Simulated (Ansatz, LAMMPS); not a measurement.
# Charge trapping in amorphous poly(p-phenylene) (as short chains C26H22) at 500 K (144 atoms), part 2 of 4

Does an extra electron or hole in amorphous poly(p-phenylene) (as short chains C26H22) at 500 K (144 atoms) stay spread out, or do the atoms trap it?

Ansatz 0.2.0; Kohn-Sham DFT, r2SCAN+D3(BJ), PAW (set soft_2), plane waves.

The cell: 78 C and 66 H. The network of contacts between molecules at the start is that of the classical potential that made the cell. The Brillouin zone is sampled at Γ only, in a cell whose shortest periodic width is 12 Å.

So far. Step 2 (Single point at the start): The r.m.s. force at the start is 1.3 eV/Å. Step 3 (Relaxation): The relaxation converged after 30 steps, 9.71 eV below its start, with a largest force component of 0.029 eV/Å.

### Step 4. Single point at the relaxed geometry

One more single point at the end of the walk gives the fuller output and checks the residual forces.

File input.yaml:

```yaml
crystal:
  lattice:
    - [11.75411, 0.0, 0.0]
    - [0.0, 11.75411, 0.0]
    - [0.0, 0.0, 11.75411]
  atoms:
    - { symbol: C, position: [0.4663, 0.64137, 0.36323] }
    - { symbol: C, position: [0.3824, 0.73551, 0.34358] }
    - { symbol: C, position: [0.27266, 0.72959, 0.38896] }
    - { symbol: C, position: [0.19252, 0.81316, 0.36637] }
    - { symbol: C, position: [0.21867, 0.90557, 0.29615] }
    - { symbol: C, position: [0.32898, 0.91284, 0.25236] }
    [... 132 atom lines left out ...]
    - { symbol: H, position: [0.73903, 0.0026, 0.19199] }
    - { symbol: H, position: [0.80976, 0.68447, 0.35419] }
    - { symbol: H, position: [0.89821, 0.61429, 0.17794] }
    - { symbol: H, position: [0.74031, 0.84251, 0.46755] }
    - { symbol: H, position: [0.62128, 0.89007, 0.39029] }
    - { symbol: H, position: [0.7384, 0.98111, 0.40948] }
kpoints:
  mp_grid: { grid: [1, 1, 1] }
hamiltonian:
  xc: r2scan
  dispersion: d3bj
scf:
  occupations: { method: fixed }
output:
  forces: true
  stress: true
  populations: intrinsic
  dos:
    method: { smearing: { sigma: 0.08 } }
    de: 0.1
    projected: { site_lists: { C: [C], H: [H] } }
  eigenvalues: true
  write_density: true
  write_potential: true
  volumetric_format: npy
  elf: true
```

Started as:

```bash
> ansatz run input.yaml --threads 4 --pin off --max-ram 8192MiB --backend cpu --events-out ev --progress --plain --runs-dir out
```

Output:

```text
[...]
Crystal: 144 atoms, lattice volume = 1623.937 Å³
Basis set: ecut = 500 eV, 41347 PW (Γ), exchange–correlation on 360×360×360 points (64 copies of the dense FFT grid, shifted against one another)
Bands: 333, of which v1, the nominal top of the filled ones, is band 189 counted from 1 (188 counted from 0)
Symmetry: 1 space group operations
[...]
k-points: 1
[...]
SCF iter   1: F=—  HF=-20690.658245 eV  |F-HF|=—  |Δ(HF+E_count)|=         —  Δρ=5.71e-3  dr2=3.11e-1  dr2_τ=1.63e1  ethr=1.77e-3  ⟨swp⟩=5.0  Hψ=1163  notcnv=0  defer=141
[...]
SCF iter  10: F=-20689.912429 eV  HF=-20689.912428 eV  |F-HF|=4.35e-8  |Δ(HF+E_count)|=   4.22e-7  Δρ=8.31e-7  dr2=2.40e-8  dr2_τ=1.74e-9  ethr=2.65e-11  ⟨swp⟩=25.0  Hψ=3608  notcnv=0
SCF 1 converged in 10 iterations: F = -20689.912429 eV  dr2 = 2.40e-8
[...]
WARN: The input density's exchange-correlation potential varies sharply where the density is thin. Do not read a vacuum level from v_tot or v_xc, or from such a field of the output density. On a cell that repeats whose density bears no net charge and no dipole along the vacuum's axis use v_es (v_loc + v_h of the components); [...]
SCF converged after 10 iterations
Free energy (F): -20689.912429 eV
[...]
Internal energy: -20689.912429 eV  (E = F + TS)
E sigma→0 (E₀):  -20689.912429 eV
Fermi energy:    -0.192089 eV
[...]
--- Forces (eV/Å), atoms counted from 1 ---
  atom   1  C      0.00628384    -0.00153016     0.00046127
  atom   2  C     -0.00469966     0.00146802     0.00009553
  atom   3  C      0.00382317    -0.00180060    -0.00294827
  atom   4  C     -0.00460355     0.00532973     0.00124798
  atom   5  C      0.00755019    -0.00302770     0.00042725
  atom   6  C     -0.00672256    -0.00428738    -0.00114948
  atom   7  C      0.00495508     0.00360412     0.00540393
  atom   8  C     -0.00588868    -0.00095861    -0.00010676
  atom   9  C      0.00643613     0.00178417     0.00099686
  atom  10  C     -0.00161241     0.00169578    -0.00149088
  atom  11  C     -0.00246626    -0.00090495     0.00200848
  atom  12  C      0.00319329     0.00246773    -0.00181896
  atom  13  C     -0.00200240    -0.00117698    -0.00069307
  atom  14  C     -0.00142095    -0.00307744    -0.00268716
[...]
atom 143  H      0.02941893     0.00870506     0.01211713
  atom 144  H     -0.00873627    -0.02626497     0.00601195
  max |Σ_I F_I| component: 6.63e-5 eV/Å
--- Stress (GPa, compression-positive) ---
       -0.502840      -0.047893       0.008914
       -0.047893      -0.372521      -0.087051
        0.008914      -0.087051      -0.321388
  P = ⅓ Tr σ = -0.3989 GPa (-3.989 kbar)
--- Band table (eV) ---
[...]
--- intrinsic populations: 144 sites ---
  site symbol       q [e]
     0      C      4.5174
     1      C      3.9766
     2      C      4.1806
[...]
143      H      0.8121
  spilling = 0.000000 (of n_electrons = 378.000000)
```

It took 20 s on 4 threads of AMD EPYC 9R45, shared host; peak memory 4.2 GiB.

The program notes that the exchange-correlation potential is rough where the density is thin.

Numbers from this run:

- free energy: -20689.9124 eV
- free energy per atom: -143.6799 eV/atom
- SCF cycles: 10
- pressure: -0.3989 GPa
- r.m.s. force component: 0.00453 eV/Å
- longest force: 0.03299 eV/Å
- Fermi energy: -0.1921 eV
- gap (highest filled to lowest empty level): 3.216 eV

Intrinsic-atomic-orbital charges by element and coordination:

| element | coordination | atoms | mean charge (e) | spread | least | most |
| --- | --- | --- | --- | --- | --- | --- |
| C | all | 78 | -0.151 | 0.138 | -0.532 | 0.0313 |
| C | 3 | 72 | -0.120 | 0.0891 | -0.197 | 0.0313 |
| C | 4 | 6 | -0.524 | 0.0065 | -0.532 | -0.517 |
| H | all | 66 | 0.179 | 0.007 | 0.166 | 0.202 |

Density of states as counts of states in windows of 1 eV (from the Fermi level), total and the larger projections:

| from (eV) | to (eV) | total | C p | H s | C s |
| --- | --- | --- | --- | --- | --- |
| -10 | -9 | 20.1 | 11.4 | 3.0 | 5.4 |
| -9 | -8 | 8.5 | 6.2 | 1.6 | 0.4 |
| -8 | -7 | 10.0 | 6.9 | 1.8 | 1.1 |
| -7 | -6 | 32.0 | 24.0 | 4.9 | 2.6 |
| -6 | -5 | 55.5 | 39.9 | 12.5 | 2.3 |
| -5 | -4 | 36.5 | 29.0 | 6.7 | 0.5 |
| -4 | -3 | 37.4 | 30.9 | 6.0 | 0.2 |
| -3 | -2 | 20.4 | 16.1 | 4.1 | 0.1 |
| -2 | -1 | 31.2 | 30.6 | 0.4 | 0.1 |
| -1 | 0 | 11.3 | 10.9 | 0.3 | 0.0 |
| 0 | 1 | 3.4 | 3.3 | 0.1 | 0.0 |
| 1 | 3 | 0.0 | 0.0 | 0.0 | 0.0 |
| 3 | 4 | 12.3 | 11.3 | 0.3 | 0.1 |
| 4 | 5 | 31.2 | 26.4 | 1.5 | 0.5 |

The curve was stored every 0.10 eV, coarse against its broadening of 0.08 eV, so these counts are rough.

With fixed occupations the program's Fermi level is the highest filled level; weight inside the gap is the broadening of levels at its edges.

Between -18 and -10 eV lie 112 more states.

The levels nearest the highest filled one (over half full), pooled over k-points and spins:

| level less the highest filled one (eV) | occupation |
| --- | --- |
| -0.616 | 2 |
| -0.607 | 2 |
| -0.555 | 2 |
| -0.0613 | 2 |
| -0.0302 | 2 |
| 0 | 2 |
| 3.22 | 0 |
| 3.27 | 0 |
| 3.32 | 0 |
| 3.84 | 0 |
| 3.86 | 0 |
| 3.94 | 0 |

Electrostatic potential energy in the ac plane at fractional y = 0.142, with atoms of C and H within 0.2 Å of it. With pseudopotentials it is smooth inside the atoms' cores, unlike the true potential.

Ten even steps from '0' (-38 eV) to '9' (6 eV), each cell a mean:
```
999999973258999999999999999899999
999999950016999999999999999999999
999999973147899999999999999999999
999999988788999999999999999999999
999999998889999999999999999999999
999999998776689999999988999999999
999999997630059999998753689999999
999999998851269999999742578886568
789999999987779999999987888861006
059999999999889999999999999972013
789999999999999999999999999998778
999999999999999999999999999999999
999999999999999999999999999999999
999999999999999999999999999998789
899999999999999999999999999996147
389999999999999987789999999998521
279999999999999851158899999999720
689999999999999840047899999999743
389999999999999863589999999998300
368999999999999842899999999988400
203899999999999988999999999988876
425899999999999999999999987789998
437999988999999999999999986479998
548999963799999999999999996159999
```
Columns run along a (11.8 Å; values clipped at the 3rd and 97th percentile), rows up along c (11.8 Å). Atoms in or near the plane, at fractional coordinates: C at (0.96, 0.21), H at (0.03, 0.04), H at (0.92, 0.39), H at (0.83, 0.02), C at (0.92, 0.62), C at (0.28, 0.92), H at (0.01, 0.60), C at (0.54, 0.27), H at (0.51, 0.19).

ELF in the ac plane at fractional y = 0.142, with atoms of C and H within 0.2 Å of it. It is the smooth field of the valence electrons, not physical close to the nuclei.

Ten even steps from '0' (0.00 × 1e-1) to '9' (9.97 × 1e-1), each cell a mean:
```
885002688765532000000100038996104
210002563168754200000000002552000
000013676466543200000000000000000
000014665321122100000000100000000
000013453101123200022223431000000
000003455555565300267546752001221
200002467886465300388667863124553
652001356775676300266668852146666
997100122246998400023577631255258
999400000027998300001344210265379
997200000014652000000011000256679
420000000000000000000000000022223
000000000000000110000000000000000
111110000000011110000000000158985
544421000001122111100000000399998
576531000011112345545651000158985
664210000011001465578983000003565
741000000010001454379982000012688
642101000000002799756630002246633
876543100000005999952000023446645
756664100000003899830001345422347
777531001200000245200013456641015
999610279851000000000012479995017
999401799962100000000000269997118
```
Columns run along a (11.8 Å), rows up along c (11.8 Å). Atoms in or near the plane, at fractional coordinates: C at (0.96, 0.21), H at (0.03, 0.04), H at (0.92, 0.39), H at (0.83, 0.02), C at (0.92, 0.62), C at (0.28, 0.92), H at (0.01, 0.60), C at (0.54, 0.27), H at (0.51, 0.19).

Between filled and empty levels lie 3.22 eV (at Γ alone); a semilocal functional tends to put such gaps too low. It is the spacing of short capped chains, not of the long polymer. In a disordered cell it changes from sample to sample, and tail or defect levels can set it. Mean intrinsic-atomic-orbital charges: C -0.15, H +0.18 e. The largest share in the top eV of filled states is C p (97 % of the projected weight), and in the lowest eV of empty states C p (97 % of the projected weight).

### Step 5. An extra electron, atoms held

The electron count changes by one with the atoms held: a vertical process, on a uniform background, with spin and a narrow Fermi–Dirac smearing. Its energy against the neutral cell hangs on the program's zero of potential.

File input.yaml:

```yaml
crystal:
  lattice:
    - [11.75411, 0.0, 0.0]
    - [0.0, 11.75411, 0.0]
    - [0.0, 0.0, 11.75411]
  atoms:
    [... the 144 atom lines of step 4 ...]
total_charge: -1
kpoints:
  mp_grid: { grid: [1, 1, 1] }
hamiltonian:
  xc: r2scan
  dispersion: d3bj
scf:
  occupations: { method: fermi_dirac, width: 0.01 }
  lower_state_search: "off"
output:
  forces: true
  stress: true
  populations: true
  dos:
    method: { smearing: { sigma: 0.1 } }
    de: 0.1
    projected: { site_lists: { C: [C], H: [H] } }
  eigenvalues: true
  write_density: true
  write_potential: true
  volumetric_format: npy
magnetization:
  spin_polarized: true
  initial_magnetization: 1
```

Output:

```text
[...]
Crystal: 144 atoms, lattice volume = 1623.937 Å³
Basis set: ecut = 500 eV, 41347 PW (Γ), exchange–correlation on 360×360×360 points (64 copies of the dense FFT grid, shifted against one another)
Bands: 334, of which v1, the nominal top of the filled ones, is band 190 counted from 1 (189 counted from 0)
Symmetry: 1 space group operations
[...]
k-points: 1
[...]
Starting moments: Σ|m| = 1 μB on 144 of 144 sites
[...]
SCF iter   1: F=-20633.441748 eV  HF=-20751.245470 eV  |F-HF|=1.18e2  |Δ(HF+E_count)|=         —  Δρ=5.33e-2 (↑5.30e-2 ↓5.33e-2)  dr2=1.97e2  dr2_τ=7.44e0  dr2_m=1.69e-2  M=1.000 μB ∫|m|=1.016 μB  β_m=1.00  ethr=3.10e-3  ⟨swp⟩=5.0  Hψ=2732  notcnv=0  defer=206
[...]
spin=Collinear: Resta preconditioning applied to the charge; magnetization (m = ρ↑ − ρ↓) channel mixes plain (no charge-response kernel on spin).
SCF iter   2: F=-20667.752481 eV  HF=-20708.313912 eV  |F-HF|=4.06e1  |Δ(HF+E_count)|=         —  Δρ=3.51e-2 (↑3.51e-2 ↓3.51e-2)  dr2=7.92e1  dr2_τ=4.43e-1  dr2_m=1.58e-2  M=0.982 μB ∫|m|=1.152 μB  β_m=0.30  ethr=3.10e-3  ⟨swp⟩=2.0  Hψ=1173  notcnv=0  defer=273
[...]
SCF iter  11: F=-20686.837762 eV  HF=-20686.886215 eV  |F-HF|=4.85e-2  |Δ(HF+E_count)|=   3.25e-4  Δρ=7.83e-4 (↑7.83e-4 ↓2.22e-4)  dr2=5.99e-2  dr2_τ=4.80e-4  dr2_m=2.03e-3  M=1.000 μB ∫|m|=1.305 μB  β_m=1.20  ethr=2.30e-5  ⟨swp⟩=5.0  Hψ=450  notcnv=0  defer=269
[...]
spin-set hold released at iteration 11 (site moments contracting): the magnetisation degrees of freedom join the quasi-Newton model from the next iteration; the mixer history was flushed
SCF iter  12: F=-20686.846675 eV  HF=-20686.885129 eV  |F-HF|=3.85e-2  |Δ(HF+E_count)|=   1.09e-3  Δρ=1.03e-3 (↑1.03e-3 ↓2.82e-4)  dr2=5.57e-2  dr2_τ=1.12e-3  dr2_m=5.66e-3  M=1.000 μB ∫|m|=1.352 μB  β_m=1.20  ethr=1.58e-5  ⟨swp⟩=6.0  Hψ=822  notcnv=0  defer=269  κ⁻¹=1.0e0(r=1)
[...]
SCF iter  25: F=-20686.888143 eV  HF=-20686.888143 eV  |F-HF|=1.95e-9  |Δ(HF+E_count)|=   1.40e-8  Δρ=1.70e-7 (↑1.70e-7 ↓8.33e-8)  dr2=2.37e-9  dr2_τ=1.99e-11  dr2_m=9.39e-11  M=1.000 μB ∫|m|=1.421 μB  ethr=2.61e-12  ⟨swp⟩=5.5  Hψ=3193  notcnv=0
SCF 1 converged in 25 iterations: F = -20686.888143 eV  dr2 = 2.37e-9
[...]
this state was not tested for a lower state beside it, because the mixer in use, unlike msr1, does not test its closes by its own steps (another_mixer; see scf.mixing.algorithm and scf.lower_state_search)
SCF converged after 25 iterations
Magnetization: 1.0000 μB (190.0000 up, 189.0000 down)
Absolute magnetization: 1.4213 μB (∫|ρ↑−ρ↓|, with the PAW one-centre terms)
[...]
Per-site moments (μB) at R_I (Å): [(-0.000458878, 0.449448), (0.00937625, 0.575940), (-0.00177269, 0.446815), (0.00322872, 0.447230), (0.000178641, 0.576526), [...]
Free energy (F): -20686.888143 eV
[...]
Internal energy: -20686.883050 eV  (E = F + TS)
E sigma→0 (E₀):  -20686.885596 eV
Entropy (-TS):   -0.005093 eV (-0.035 meV/atom)
Fermi energy:    3.050694 eV
[...]
--- Forces (eV/Å), atoms counted from 1 ---
  atom   1  C     -0.01295224    -0.00170392     0.00082457
  atom   2  C      0.05639036    -0.03363926     0.03033544
  atom   3  C     -0.04400206     0.02117926     0.00975007
  atom   4  C      0.05020113    -0.07748537     0.06416165
  atom   5  C     -0.19476008     0.18614947    -0.06357476
  atom   6  C      0.09639617    -0.06316309    -0.02709075
  atom   7  C     -0.02824581     0.04002430    -0.03034506
  atom   8  C      0.21902416    -0.22514773     0.09676948
  atom   9  C     -0.09168467     0.14464546    -0.16671189
  atom  10  C      0.21760293    -0.18805075    -0.09339819
  atom  11  C     -0.41972006     0.31621567    -0.13734110
  atom  12  C      0.14756008    -0.08421030     0.22096147
  atom  13  C     -0.15690715     0.10195911     0.04246031
  atom  14  C      0.41523862    -0.35851420     0.09658516
[...]
atom 143  H      0.02430022     0.00197800     0.03826741
  atom 144  H     -0.01108457    -0.03549762     0.00692016
  max |Σ_I F_I| component: 6.87e-5 eV/Å
--- Stress (GPa, compression-positive) ---
       -0.581339      -0.011478       0.028947
       -0.011478      -0.425854      -0.041807
        0.028947      -0.041807      -0.200121
  P = ⅓ Tr σ = -0.4024 GPa (-4.024 kbar)
--- Band table (eV) ---
[...]
--- Löwdin populations: 144 sites ---
  site symbol       q [e]    m [muB]
     0      C      4.4572    -0.0020
     1      C      3.9483     0.0255
     2      C      4.1338    -0.0088
[...]
143      H      0.7995     0.0003
  spilling = 0.012248 (of n_electrons = 379.000000)
```

Run time: 1.8 min. Hardware: 4 threads; peak memory 5.9 GiB; 7.1 min of CPU time.

The program notes that the stability of the SCF solution was not settled.

An extra electron, atoms held: the energy stands 3.02 eV above that of the reference, with a moment of 1.00 μB.

The levels nearest the highest filled one (over half full), pooled over k-points and spins:

| level less the highest filled one (eV) | occupation |
| --- | --- |
| -3.15 | 1 |
| -3.12 | 1 |
| -3.11 | 1 |
| 0 | 0.93 |
| 0.0519 | 0.069 |
| 0.103 | 0 |
| 0.153 | 0 |
| 0.200 | 0 |

Spin density in the ac plane at fractional y = 0.142, with atoms of C and H within 0.2 Å of it.

Ten even steps from '0' (-1.05 × 1e-2 e/Å³) to '9' (1.91 × 1e-2 e/Å³), each cell a mean:
```
333333322333443333333333333333333
333333210123444333333333333333333
333333321223443333333333333333333
333334443333333333333333333333333
333334443333333333333333333333333
333333332334543333333345433333333
333333333445984333333345433333333
333333334444664333333444333332223
333333333433343333333454333332233
333333333333333333333343333332123
333333333333333333333333333332233
333333333333333333333333333333333
333333333333333333333333333333333
343333333333333333333333333333333
544333333333334433333333333333334
754333333333334433333333333333335
544333333333333333333333333333334
333333333333333333333333333444334
433333333333333333333333334567876
334443333333333333333333333577874
378644333333333333333333333344433
356544333333333333333334443333333
333433333333333333333344443333333
333333333333333333333333333333333
```
Columns run along a (11.8 Å), rows up along c (11.8 Å). Atoms in or near the plane, at fractional coordinates: C at (0.96, 0.21), H at (0.03, 0.04), H at (0.92, 0.39), H at (0.83, 0.02), C at (0.92, 0.62), C at (0.28, 0.92), H at (0.01, 0.60), C at (0.54, 0.27), H at (0.51, 0.19).

[end of part 2 of 4]

[Long decimals in the printed logs are rounded to 6 places.]

[Logs are printed without paths, hosts, clocks, repeated set-up lines and the standing remarks that a program may print on its own settings, such as how far it seeks lower states.]

[Hosts, paths, dates, database ids (printed as entryN), source tags and the programs' standing remarks are cut or masked in the printed files.]
